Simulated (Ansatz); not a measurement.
# Br on Nb(110): change of the work function, part 3 of 5

Wanted: Δφ(θ) for Br/Nb(110), starting from the longbridge site.

Ansatz 0.2.0; plane-wave DFT, PBE, Ansatz PAW.

So far, work function, upper face (eV): step 2 (the clean slab) 4.49; step 3 (17 atoms, coverage 0.25 ML, cell 2x2) 4.13.

### Step 4. Adsorbate added, k-mesh 6×6×1, coverage 0.5 ML

System of this step: Br/Nb(110). The cell holds 18 atoms: 16 Nb and 2 Br. Its edges and angles: a = 5.716 Å, b = 5.716 Å, c = 27.417 Å, α = 90.0°, β = 90.0°, γ = 70.5°. Vacuum lies along c.

Another coverage, to see how the dipoles act on each other as their distance changes.

The input, input.yaml:

```yaml
crystal:
  lattice:
    - [4.6669047558, -3.3, 0.0]
    - [4.6669047558, 3.3, 0.0]
    - [0.0, 0.0, 27.4169313467]
  atoms:
    - { symbol: Nb, position: [0.0, 0.0, 0.3282643081] }
    - { symbol: Nb, position: [0.25, 0.25, 0.4133742116] }
    - { symbol: Nb, position: [0.0, 0.0, 0.4995550182] }
    - { symbol: Nb, position: [0.25, 0.25, 0.5811379145] }
    - { symbol: Nb, position: [0.0, 0.5, 0.3282643081] }
    - { symbol: Nb, position: [0.25, 0.75, 0.4133742116] }
    - { symbol: Nb, position: [0.0, 0.5, 0.4995550182] }
    - { symbol: Nb, position: [0.25, 0.75, 0.5811379145] }
    - { symbol: Nb, position: [0.5, 0.0, 0.3282643081] }
    - { symbol: Nb, position: [0.75, 0.25, 0.4133742116] }
    - { symbol: Nb, position: [0.5, 0.0, 0.4995550182] }
    - { symbol: Nb, position: [0.75, 0.25, 0.5811379145] }
    - { symbol: Nb, position: [0.5, 0.5, 0.3282643081] }
    - { symbol: Nb, position: [0.75, 0.75, 0.4133742116] }
    - { symbol: Nb, position: [0.5, 0.5, 0.4995550182] }
    - { symbol: Nb, position: [0.75, 0.75, 0.5811379145] }
    - { symbol: Br, position: [0.0, 0.0, 0.6717356919] }
    - { symbol: Br, position: [0.5, 0.5, 0.6717356919] }
kpoints:
  mp_grid: { grid: [6, 6, 1] }
hamiltonian:
  xc: pbe
scf:
  occupations: { method: fermi_dirac, width: 0.1 }
  convergence: { dr2_threshold: 1.0e-08 }
efield:
  axis: 3
  dipole_correction: true
  ramp_position: 0.97
  ramp_width: 0.06
relax:
  f_tol: 0.02
  max_steps: 60
  constraints: [{ sites: [0, 1, 4, 5, 8, 9, 12, 13] }]
output:
  bader: true
  dos: { projected: true, e_range: [-8, 4] }
  write_potential: true
  write_density: true
  volumetric_format: npy
```

Command:

```
$ ansatz run input.yaml --threads 4 --pin off --max-ram 6144MiB --backend cpu --events-out ev --progress --plain --runs-dir out
```

Numbers of over 12 decimals in the logs are rounded to 6 here.

Output:

```text
[...]
Crystal: 18 atoms, lattice volume = 844.485 Å³
Basis set: ecut = 420 eV, 16523 PW (Γ), exchange–correlation on 80×80×384 points (8 copies of the dense FFT grid, shifted against one another)
Bands: 134, of which v1, the nominal top of the filled ones, is band 111 counted from 1 (110 counted from 0)
Symmetry: 8 space group operations
[...]
k-points: 13 of 36
[...]
SCF iter   1: F=—  HF=-78399.974638 eV  |F-HF|=—  |Δ(HF+E_count)|=         —  Δρ=1.07e-2  dr2=2.28e1  ethr=1.77e-3  p=-0.119 e·Å  D=-2.55e-2 V/Å  ΔV_dip=0.70 eV  dr2_dipole=4.65e0  V_vac-E_F(+/−)=5.42/4.72 eV  ⟨swp⟩=9.5  Hψ=8939  notcnv=0
[...]
SCF iter   9: F=-78399.344320 eV  HF=-78399.344320 eV  |F-HF|=8.79e-9  |Δ(HF+E_count)|=   4.91e-8  Δρ=4.95e-7  dr2=2.67e-9  ethr=4.50e-12  p=-0.058 e·Å  D=-1.25e-2 V/Å  ΔV_dip=0.34 eV  dr2_dipole=2.73e-12  V_vac-E_F(+/−)=4.87/4.52 eV  ⟨swp⟩=12.7  Hψ=13076  notcnv=0
SCF 1 converged in 9 iterations: F = -78399.344320 eV  dr2 = 2.67e-9
[...]
relax step   1: F+E_penalty+E_count = -78399.34432015 eV  Δ(F+E_penalty+E_count) = +0.000e0 eV  max|allowed force component| = 1.792e0 eV/Å  Δτ_max = 0.0000 Å  (9 SCF iters, accepted)
[...]
SCF iter  10: F=-78400.197866 eV  HF=-78400.197866 eV  |F-HF|=4.87e-9  |Δ(HF+E_count)|=   2.43e-8  Δρ=2.81e-7  dr2=8.76e-10  ethr=4.50e-12  p=0.092 e·Å  D=1.97e-2 V/Å  ΔV_dip=-0.54 eV  dr2_dipole=9.10e-12  V_vac-E_F(+/−)=3.99/4.53 eV  ⟨swp⟩=12.5  Hψ=13054  notcnv=0
SCF 2 converged in 10 iterations: F = -78400.197866 eV  dr2 = 8.76e-10
relax step   2: F+E_penalty+E_count = -78400.19786592 eV  Δ(F+E_penalty+E_count) = -8.535e-1 eV  max|allowed force component| = 5.508e-1 eV/Å  Δτ_max = 0.1949 Å  (10 SCF iters, accepted)
[...]
SCF iter   9: F=-78400.254209 eV  HF=-78400.254209 eV  |F-HF|=6.65e-9  |Δ(HF+E_count)|=   3.28e-8  Δρ=2.93e-7  dr2=1.22e-9  ethr=4.50e-12  p=0.139 e·Å  D=2.97e-2 V/Å  ΔV_dip=-0.81 eV  dr2_dipole=1.81e-10  V_vac-E_F(+/−)=3.72/4.54 eV  ⟨swp⟩=9.2  Hψ=11075  notcnv=0
SCF 3 converged in 9 iterations: F = -78400.254209 eV  dr2 = 1.22e-9
relax step   3: F+E_penalty+E_count = -78400.25420916 eV  Δ(F+E_penalty+E_count) = -5.634e-2 eV  max|allowed force component| = 3.221e-1 eV/Å  Δτ_max = 0.1934 Å  (9 SCF iters, accepted)
[...]
relax step   4: F+E_penalty+E_count = -78400.25602084 eV  Δ(F+E_penalty+E_count) = -1.812e-3 eV  max|allowed force component| = 2.381e-1 eV/Å  Δτ_max = 0.0435 Å  (8 SCF iters, accepted)
[...]
relax step   5: F+E_penalty+E_count = -78400.27254310 eV  Δ(F+E_penalty+E_count) = -1.652e-2 eV  max|allowed force component| = 3.723e-2 eV/Å  Δτ_max = 0.0349 Å  (8 SCF iters, accepted)
SCF iter   1: F=—  HF=-78400.273211 eV  |F-HF|=—  |Δ(HF+E_count)|=         —  Δρ=3.36e-4  dr2=5.69e-3  ethr=1.92e-5  p=0.125 e·Å  D=2.68e-2 V/Å  ΔV_dip=-0.73 eV  dr2_dipole=7.05e-4  V_vac-E_F(+/−)=3.81/4.54 eV  ⟨swp⟩=2.0  Hψ=2685  notcnv=0
[...]
SCF iter   6: F=-78400.272978 eV  HF=-78400.272978 eV  |F-HF|=2.21e-8  |Δ(HF+E_count)|=   2.70e-7  Δρ=7.71e-7  dr2=7.75e-9  ethr=4.50e-12  p=0.127 e·Å  D=2.71e-2 V/Å  ΔV_dip=-0.74 eV  dr2_dipole=5.95e-10  V_vac-E_F(+/−)=3.80/4.54 eV  ⟨swp⟩=9.1  Hψ=14000  notcnv=0
SCF 6 converged in 6 iterations: F = -78400.272978 eV  dr2 = 7.75e-9
relax step   6: F+E_penalty+E_count = -78400.27297847 eV  Δ(F+E_penalty+E_count) = -4.354e-4 eV  max|allowed force component| = 2.063e-3 eV/Å  Δτ_max = 0.0064 Å  (6 SCF iters, accepted)
[...]
SCF converged after 6 iterations
Free energy (F): -78400.272978 eV
[...]
Internal energy: -78399.628342 eV  (E = F + TS)
E sigma→0 (E₀):  -78399.950660 eV
Entropy (-TS):   -0.644636 eV (-35.813 meV/atom)
Fermi energy:    4.140817 eV
Dipole field:    D = 0.027130 V/Å  (p = 0.126612 e·Å, saw-weighted, corrected)
Work function:   Φ+ = 3.7948 eV   Φ− = 4.5386 eV
[...]
--- Forces (eV/Å), atoms counted from 1 ---
  atom   1  Nb     0.00000000    -0.00000000     0.34057607
  atom   2  Nb     0.00000000     0.00000000    -0.15200213
  atom   3  Nb    -0.00000000     0.00000000    -0.00177830
  atom   4  Nb     0.00000000     0.00000000     0.00206315
  atom   5  Nb     0.00000000     0.00000000     0.20026946
  atom   6  Nb     0.00000000     0.00000000    -0.38892432
  atom   7  Nb     0.00000000     0.00000000    -0.00172960
  atom   8  Nb     0.00000000     0.00000000     0.00176158
  atom   9  Nb     0.00000000    -0.00000000     0.20026946
  atom  10  Nb     0.00000000     0.00000000    -0.38892432
  atom  11  Nb     0.00000000     0.00000000    -0.00172960
  atom  12  Nb     0.00000000     0.00000000     0.00176158
  atom  13  Nb     0.00000000     0.00000000     0.34057607
  atom  14  Nb     0.00000000     0.00000000    -0.15200213
  atom  15  Nb    -0.00000000     0.00000000    -0.00177830
  atom  16  Nb    -0.00000000     0.00000000     0.00206315
  atom  17  Br    -0.00000000    -0.00000000    -0.00022866
  atom  18  Br    -0.00000000    -0.00000000    -0.00022866
  max |Σ_I F_I| component: 1.45e-5 eV/Å
--- Band table (eV; the first three rows and the last of 13) ---
  k-point 0: bands = [... 107 lower, 4.2187, 4.3303, 4.3869, 4.4376, 4.6681, 4.8453, 4.9958, 5.4817, ... 19 higher]
  k-point 1: bands = [... 107 lower, 4.1071, 4.1323, 4.2029, 4.3754, 4.4237, 4.8245, 4.9885, 5.0672, ... 19 higher]
  k-point 2: bands = [... 107 lower, 3.7469, 3.8659, 3.8668, 3.9406, 4.2262, 4.3356, 4.4407, 4.4908, ... 19 higher]
  k-point 12: bands = [... 107 lower, 3.7949, 4.0184, 4.2678, 4.2840, 4.2881, 4.3180, 4.3225, 4.4601, ... 19 higher]
--- Relaxed structure (6 steps of the walk, 6 accepted, 0 SCFs on fresh bases) ---
  F+E_penalty+E_count = -78400.27297847 eV   max|allowed force component| = 2.063e-3 eV/Å
  atoms:
    - { symbol: Nb, position: [0.0, 0.0, 0.3282643081] }
    - { symbol: Nb, position: [0.25, 0.25, 0.4133742116] }
    - { symbol: Nb, position: [0, 0, 0.497442] }
    - { symbol: Nb, position: [0.25, 0.25, 0.584343] }
    - { symbol: Nb, position: [0.0, 0.5, 0.3282643081] }
    - { symbol: Nb, position: [0.25, 0.75, 0.4133742116] }
    - { symbol: Nb, position: [0.0, 0.5, 0.499922] }
    - { symbol: Nb, position: [0.25, 0.75, 0.583404] }
    - { symbol: Nb, position: [0.5, 0.0, 0.3282643081] }
    - { symbol: Nb, position: [0.75, 0.25, 0.4133742116] }
    - { symbol: Nb, position: [0.5, 0.0, 0.499922] }
    - { symbol: Nb, position: [0.75, 0.25, 0.583404] }
    - { symbol: Nb, position: [0.5, 0.5, 0.3282643081] }
    - { symbol: Nb, position: [0.75, 0.75, 0.4133742116] }
    - { symbol: Nb, position: [0.5, 0.5, 0.497442] }
    - { symbol: Nb, position: [0.75, 0.75, 0.584343] }
    - { symbol: Br, position: [0, 0, 0.659342] }
    - { symbol: Br, position: [0.5, 0.5, 0.659342] }
--- Bader charges: 18 sites ---
  site symbol  charge [e]  shift [e]
     0     Nb     -0.0799     0.0000
     1     Nb      0.0886     0.0000
     2     Nb      0.0670     0.0000
     3     Nb      0.1568     0.0000
     4     Nb     -0.0927     0.0000
     5     Nb      0.0594     0.0000
     6     Nb      0.1141     0.0000
     7     Nb      0.2686     0.0003
     8     Nb     -0.0927     0.0000
     9     Nb      0.0594     0.0000
    10     Nb      0.1142     0.0000
    11     Nb      0.2687     0.0003
    12     Nb     -0.0798     0.0000
    13     Nb      0.0886     0.0000
    14     Nb      0.0669     0.0000
    15     Nb      0.1568     0.0000
    16     Br     -0.5820     0.0003
    17     Br     -0.5820     0.0003
  estimated error of the sums over rays = 7.9e-4 e
```

Elapsed: 3.6 min, on 4 threads of AMD EPYC 7R43, shared host; peak memory 3.2 GiB; 14 min of CPU time.

Step by step:

```csv
step,energy less that of the first step (eV),largest force component (eV/Å)
1,0.0000,1.7916
2,-0.8535,0.5508
3,-0.9099,0.3221
4,-0.9117,0.2381
5,-0.9282,0.0372
6,-0.9287,0.0021
```

Forces are held to the 8 operations that the run works with; a distortion that breaks them can't arise in this run.

The atoms that moved most (Å):

```csv
atom,dx,dy,dz,length
Br18,0.000,0.000,-0.340,0.340
Br17,0.000,0.000,-0.340,0.340
Nb4,0.000,0.000,0.088,0.088
Nb16,0.000,0.000,0.088,0.088
Nb12,0.000,0.000,0.062,0.062
Nb8,0.000,0.000,0.062,0.062
Nb3,0.000,0.000,-0.058,0.058
Nb15,0.000,0.000,-0.058,0.058
```

Final coordinates:

```
Nb Br
1.0
     4.66690   -3.30000    0.00000
     4.66690    3.30000    0.00000
     0.00000    0.00000   27.41693
Nb Br
16 2
Direct
  0.00000 0.00000 0.32826
  0.25000 0.25000 0.41337
  0.00000 0.00000 0.49744
  0.25000 0.25000 0.58434
  0.00000 0.50000 0.32826
  0.25000 0.75000 0.41337
  0.00000 0.50000 0.49992
  0.25000 0.75000 0.58340
  0.50000 0.00000 0.32826
  0.75000 0.25000 0.41337
  0.50000 0.00000 0.49992
  0.75000 0.25000 0.58340
  0.50000 0.50000 0.32826
  0.75000 0.75000 0.41337
  0.50000 0.50000 0.49744
  0.75000 0.75000 0.58434
  0.00000 0.00000 0.65934
  0.50000 0.50000 0.65934
```

Numbers from this step:

* energy at zero smearing: -78399.9507 eV
* work function, upper face: 3.795 eV
* work function, lower face: 4.539 eV
* dipole along the normal: 0.1266 e·Å
* step between the vacuum levels: -0.7438 eV

The density of states has structure finer than the step of the table below, so its rows give means over 0.2 eV, whole bins alone (the curve runs from -8 to 1.53 eV). Peaks (eV: height): -5.32: 43.1, -1.50: 42.2, -1.38: 37.1, -1.20: 29.8, -0.96: 32.5, -0.66: 39.2, -0.45: 33.5.

Density of states against energy, zero at the Fermi level; means over each step:

```csv
energy (eV),density of states (states/eV a cell)
-6.6,0
-6.4,1.58
-6.2,3.97
-6.0,3.74
-5.8,6.02
-5.6,6.25
-5.4,12.4
-5.2,10.1
-5.0,5.81
-4.8,5.52
-4.6,3.76
-4.4,2.07
-4.2,4.18
-4.0,3.22
-3.8,2.58
-3.6,7.47
-3.4,10.6
-3.2,20.7
-3.0,16.1
-2.8,19.0
-2.6,23.1
-2.4,25.2
-2.2,18.1
-2.0,15.9
-1.8,12.0
-1.6,22.8
-1.4,32.3
-1.2,23.0
-1.0,25.8
-0.8,17.3
-0.6,29.3
-0.4,29.0
-0.2,22.5
0.0,20.4
0.2,18.3
0.4,12.6
0.6,12.6
0.8,10.2
1.0,13.8
1.2,13.4
1.4,15.8
```

Projected DOS per atom over height of the atomic layer and energy from the Fermi level. Layers: Nb4 Nb4 Nb4 Nb4 Br2 from below.

Values in states/eV, 22 rows by 5 columns, each cell a mean:
```
1.08 0.57 0.49 1.12 0.22
0.92 0.52 0.47 0.78 0.19
1.19 0.53 0.53 0.90 0.14
1.51 1.10 1.10 1.15 0.13
2.30 1.50 1.55 1.53 0.15
1.61 1.21 1.33 1.36 0.19
1.81 1.94 1.72 1.47 0.11
0.92 1.03 1.09 1.01 0.09
1.12 0.96 1.13 1.33 0.33
1.32 1.52 1.49 1.27 0.27
0.87 1.45 1.27 0.63 0.32
0.46 0.68 0.69 0.42 0.72
0.16 0.20 0.18 0.09 0.26
0.11 0.13 0.12 0.12 0.61
0.06 0.12 0.09 0.22 1.50
0.04 0.09 0.07 0.51 3.46
0.00 0.00 0.02 0.32 2.27
0.00 0.00 0.03 0.23 1.44
0.00 0.00 0.00 0.04 0.39
0.00 0.00 0.00 0.00 0.00
0.00 0.00 0.00 0.00 0.00
0.00 0.00 0.00 0.00 0.00
```
Columns: height of the atomic layer (Å) from 9 to 18.1 (not evenly spaced); rows upwards: energy from the Fermi level (eV) from -7.96 to 1.45.

The relaxation took 6 steps and lowered the energy by 0.93 eV; the largest force on the free atoms ends at 0.0021 eV/Å.

The covered face has 3.79 eV, -0.69 eV against the clean one; the bare back face has moved by +0.01 eV, a measure of how thin the slab is.

### Step 5. Adsorbate added, k-mesh 11×11×1, coverage 1 ML

System of this step: Br/Nb(110). The cell holds 5 atoms: 4 Nb and 1 Br. Its edges and angles: a = 2.858 Å, b = 2.858 Å, c = 27.417 Å, α = 90.0°, β = 90.0°, γ = 70.5°. Vacuum lies along c.

Another coverage, to see how the dipoles act on each other as their distance changes.

input.yaml, the sections that differ from step 4:

```yaml
crystal:
  lattice:
    - [2.3334523779, -1.65, 0.0]
    - [2.3334523779, 1.65, 0.0]
    - [0.0, 0.0, 27.4169313467]
  atoms:
    - { symbol: Nb, position: [0.0, 0.0, 0.3282643081] }
    - { symbol: Nb, position: [0.5, 0.5, 0.4133742116] }
    - { symbol: Nb, position: [0.0, 0.0, 0.4995550182] }
    - { symbol: Nb, position: [0.5, 0.5, 0.5811379145] }
    - { symbol: Br, position: [0.0, 0.0, 0.6717356919] }
kpoints:
  mp_grid: { grid: [11, 11, 1] }
relax:
  f_tol: 0.02
  max_steps: 60
  constraints: [{ sites: [0, 1] }]
output:
  bader: true
  write_potential: true
  write_density: true
  volumetric_format: npy
# hamiltonian, scf, efield: as in step 4
```

Output:

```text
[...]
Crystal: 5 atoms, lattice volume = 211.121 Å³
Basis set: ecut = 420 eV, 4153 PW (Γ), exchange–correlation on 40×40×384 points (8 copies of the dense FFT grid, shifted against one another)
Bands: 36, of which v1, the nominal top of the filled ones, is band 30 counted from 1 (29 counted from 0)
Symmetry: 4 space group operations
[...]
- { symbol: Nb, position: [0.0, 0.0, 0.498525] }
    - { symbol: Nb, position: [0.5, 0.5, 0.585114] }
    - { symbol: Br, position: [0.0, 0.0, 0.662261] }
--- Bader charges: 5 sites ---
  site symbol  charge [e]  shift [e]
     0     Nb     -0.0833     0.0000
     1     Nb      0.0724     0.0000
     2     Nb      0.0871     0.0000
     3     Nb      0.3855     0.0002
     4     Br     -0.4617     0.0002
  estimated error of the sums over rays = 3.9e-4 e
[key lines of the parts left out:]
SCF converged after 9 iterations
Free energy (F): -20991.145142 eV
Fermi energy:    4.771934 eV
Dipole field:    D = 0.028768 V/Å  (p = 0.033564 e·Å, saw-weighted, corrected)
Work function:   Φ+ = 3.7672 eV   Φ− = 4.5559 eV
```

Run time: 26 s. Hardware: 4 threads; peak memory 0.64 GiB.

Relaxation path:

```csv
step,energy less that of the first step (eV),largest force component (eV/Å)
1,0.0000,1.1775
2,-0.2470,0.1301
3,-0.2424,0.2175
4,-0.2528,0.0083
```

Relaxation step 3 was tried and not accepted.

The run keeps the 4 symmetry operations that it works with, so distortions that break them were not tested.

The atoms that moved most (Å):

```csv
atom,dx,dy,dz,length
Br5,0.000,0.000,-0.260,0.260
Nb4,0.000,0.000,0.109,0.109
Nb3,0.000,0.000,-0.028,0.028
```

Running mean over 2.333 Å of the planar mean; the ramp of the sawtooth is left out. Electron's electrostatic potential energy less the Fermi level against z:

z (Å), electron's electrostatic potential energy less the Fermi level (eV) and a bar from the least value:
```
      3.5        4.6 ##############################
      4.0        4.6 ##############################
      4.5        4.5 ##############################
      5.0        4.5 ##############################
      5.5        4.5 ##############################
      6.0        4.4 ##############################
      6.5        4.0 #############################
      7.0        2.8 ###########################
      7.5       -0.5 #####################
      8.0       -5.9 ############
      8.5       -9.8 #####
      9.0      -11.0 ###
      9.5      -11.1 ###
     10.0      -11.0 ###
     10.5      -10.9 ###
     11.0      -10.9 ###
     11.5      -10.9 ###
     12.0      -10.9 ###
     12.5      -10.9 ###
     13.0      -10.9 ###
     13.5      -10.9 ###
     14.0      -10.8 ###
     14.5      -10.6 ####
     15.0      -10.7 ####
     15.5      -11.1 ###
     16.0      -11.7 ##
     16.5      -12.3 #
     17.0      -12.7 
     17.5      -11.4 ##
     18.0       -9.3 ######
     18.5       -7.9 ########
     19.0       -5.2 #############
     19.5       -0.6 #####################
     20.0        2.7 ###########################
     20.5        3.6 ############################
     21.0        3.7 #############################
     21.5        3.8 #############################
     22.0        3.8 #############################
     22.5        3.8 #############################
     23.0        3.8 #############################
     23.5        3.8 #############################
     24.0        3.8 #############################
```

The relaxation took 4 steps and lowered the energy by 0.25 eV; the largest force on the free atoms ends at 0.0083 eV/Å.

The covered face has 3.77 eV, -0.72 eV against the clean one; the bare back face has moved by +0.02 eV, a measure of how thin the slab is.

### Step 6. Work function against coverage

This step: plane-wave DFT, PBE, Ansatz PAW; work function against coverage (Ansatz 0.2.0).

The runs are now put side by side.

This step gave:

```
work function of the clean face     : 4.485 eV
largest change of the work function : -0.7179 eV
```

The work function of the covered face by coverage:

```csv
coverage (adsorbates/nm²),work function of the covered face (eV)
0.00,4.49
3.25,4.13
6.49,3.79
12.99,3.77
```

The dipole per adsorbate comes from the change of the cell's dipole. Coverage, by row:

```csv
coverage (1/nm²),coverage (ML),work function (eV),change (eV),"dipole per adsorbate, positive end outwards (debye)",mean height of the added atoms over the highest substrate atom (Å)
3.247,0.25,4.128,-0.3576,0.287,2.022
6.493,0.5,3.795,-0.6903,0.285,2.056
12.99,1,3.767,-0.7179,0.152,2.115
```

(Continued in part 4 of 5.)

[Logs are printed without paths, hosts, clocks, repeated set-up lines and the standing remarks that a program may print on its own settings, such as how far it seeks lower states.]

[Hosts, paths, dates, database ids (printed as entryN), source tags and the programs' standing remarks are cut or masked in the printed files.]

[Maps of the electrostatic potential energy from Ansatz leave out the sawtooth potential of an applied field or a dipole correction, so their vacuum need not be flat; planar profiles and work functions include it.]

[The density of states shown here was stored with 400 of the rows of the run's finer table, so its peaks can read low, often by over a quarter, or be missed, and its means over a window can be off by a tenth or more.]
